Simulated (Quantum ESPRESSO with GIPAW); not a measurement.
# C3H12BN: what the 11B spectrum says of the structure

A crystal of composition C3H12BN (one database entry, not always the ambient form) has the 11B spectrum and parameters below, calculated by GIPAW (PBEsol; shifts against BF3.Et2O, scatter of the reference line 2 ppm; spans on the shift scale).

```csv
line,δ_iso (ppm),relative area,span (ppm),skew
A,-11.0,1,54.0,1.00
```

**Question.** What do these values say of the surroundings and site symmetry of B?

A: skew ±1 point to an axis of order three or more.  The structure behind these values (space group R3m; other structures could give like values):

```csv
line,surroundings,neighbours,bonds (Å),site symmetry
A,BNH3,4,1.23 to 1.61,3m
```

[Banner, clock, file and message-heading lines were taken out of the pw.x and gipaw.x logs.]

[Logs are printed without paths, hosts, clocks, repeated set-up lines and the standing remarks that a program may print on its own settings, such as how far it seeks lower states.]

[Hosts, paths, dates, database ids (printed as entryN), source tags and the programs' standing remarks are cut or masked in the printed files.]
